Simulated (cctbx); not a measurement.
# Occupancies in Gd2Mn17

Cell a = 8.3550 Å, b = 8.3550 Å, c = 12.5010 Å, α = 90.00°, β = 90.00°, γ = 120.00°; space group R-3m (no. 166); nominal formula Gd2Mn17.

Simulated single-crystal data (cctbx): Mo Kα, λ = 0.71073 Å, to d = 0.7 Å, 80 % of the full sphere, strongest reflection 40000 counts, noise from counting, a 4 % proportional error and a noise floor of 8 counts (s.d.); no absorption.

With every site full:

```text
Rint 0.036, 306 unique reflections to 0.70 A
cycle     R1     wR2    GooF  max shift (A)
   1  0.1077  0.2895  12.193   0.00096
   2  0.0201  0.0501   2.112   0.00003
final R1 0.0201 wR2 0.0501 GooF 2.112  parameters 21  data/parameter 14.6
atom        x        y        z      Ueq    occ   su(xyz)  su(Uiso or U11)
Gd1    0.33333  0.66667  0.33552   0.0118  1.000  0.00003  0.0002
Mn1    0.71594  0.71594  0.00000   0.0149  1.000  0.00011  0.0003
Mn2    0.17340  0.34681  0.17404   0.0238  1.000  0.00014  0.0004
Mn3    0.33333  0.66667  0.56187   0.0255  1.000  0.00014  0.0005
Mn4    0.83333  0.16667  0.16667   0.0224  1.000  0.00000  0.0005
difference map: max 0.85 min -2.55 rms 0.27
Q1    0.0257  0.0513  0.6635   18    0.89  0.38 A from Gd1
Q2    0.0000  0.0000  0.5000    3    0.71  2.11 A from Gd1
Q3    0.0000  0.3340  0.0000   18    0.66  0.42 A from Mn1
Q4    0.0000  0.5000  0.5000    9    0.51  0.00 A from Mn4
Q5    0.0434  0.4532  0.3488   36    0.47  0.93 A from Mn1
Q6    0.1080  0.2161  0.1075   18    0.47  1.26 A from Mn2
```

With the occupancies of the suspect sites free, each still typed as its main element:

```text
Rint 0.036, 306 unique reflections to 0.70 A
cycle     R1     wR2    GooF  max shift (A)
   1  0.1016  0.2819  11.890   0.00012
  17  0.0109  0.0237   0.999   0.00000
final R1 0.0108 wR2 0.0236 GooF 0.998  parameters 22  data/parameter 13.9
atom        x        y        z      Ueq    occ   su(xyz)  su(Uiso or U11)
Gd1    0.33333  0.66667  0.33551   0.0120  1.000  0.00002  0.0001
Mn1    0.71589  0.71589  0.00000   0.0152  1.000  0.00005  0.0001
Mn2    0.17343  0.34686  0.17403   0.0242  1.000  0.00007  0.0002
Mn3    0.33333  0.66667  0.56187   0.0188  0.858  0.00007  0.0003
Mn4    0.83333  0.16667  0.16667   0.0226  1.000  0.00000  0.0002
su of occupancy Mn3: 0.005
difference map: max 0.77 min -0.72 rms 0.15
Q1    0.0000  0.0000  0.5000    3    0.77  2.11 A from Gd1
Q2    0.0000  0.0000  0.1709    6    0.44  0.83 A from Mn3
Q3    0.0335  0.4525  0.3540   36    0.44  0.92 A from Mn1
Q4    0.0623  0.5311  0.0724   18    0.43  1.14 A from Mn2
Q5    0.0960  0.1920  0.7171   18    0.43  1.51 A from Gd1
Q6    0.1045  0.2090  0.1063   18    0.42  1.31 A from Mn2
```

**Question.** What is the disorder?

X-rays count electrons. Mn3 refines to 0.858(0.005), or 21.4 electrons; the site truly holds 0.85 Mn, 21.2 electrons, which is 0.850 of Mn. A value under 1 can't tell vacancies from a lighter guest, and one over 1 needs a heavier guest; chemistry or a second radiation must settle which. Occupancy correlates with U and the scale, so the match is approximate.

Freeing them takes R1 from 0.0201 to 0.0108 and GooF from 2.11 to 1.00.

The model was made for the exercise: a known structure type with other elements put in, its volume estimated, not relaxed; displacement parameters are assumed.

[Middle refinement cycles are left out of these outputs.]

[Logs are printed without paths, hosts, clocks, repeated set-up lines and the standing remarks that a program may print on its own settings, such as how far it seeks lower states.]
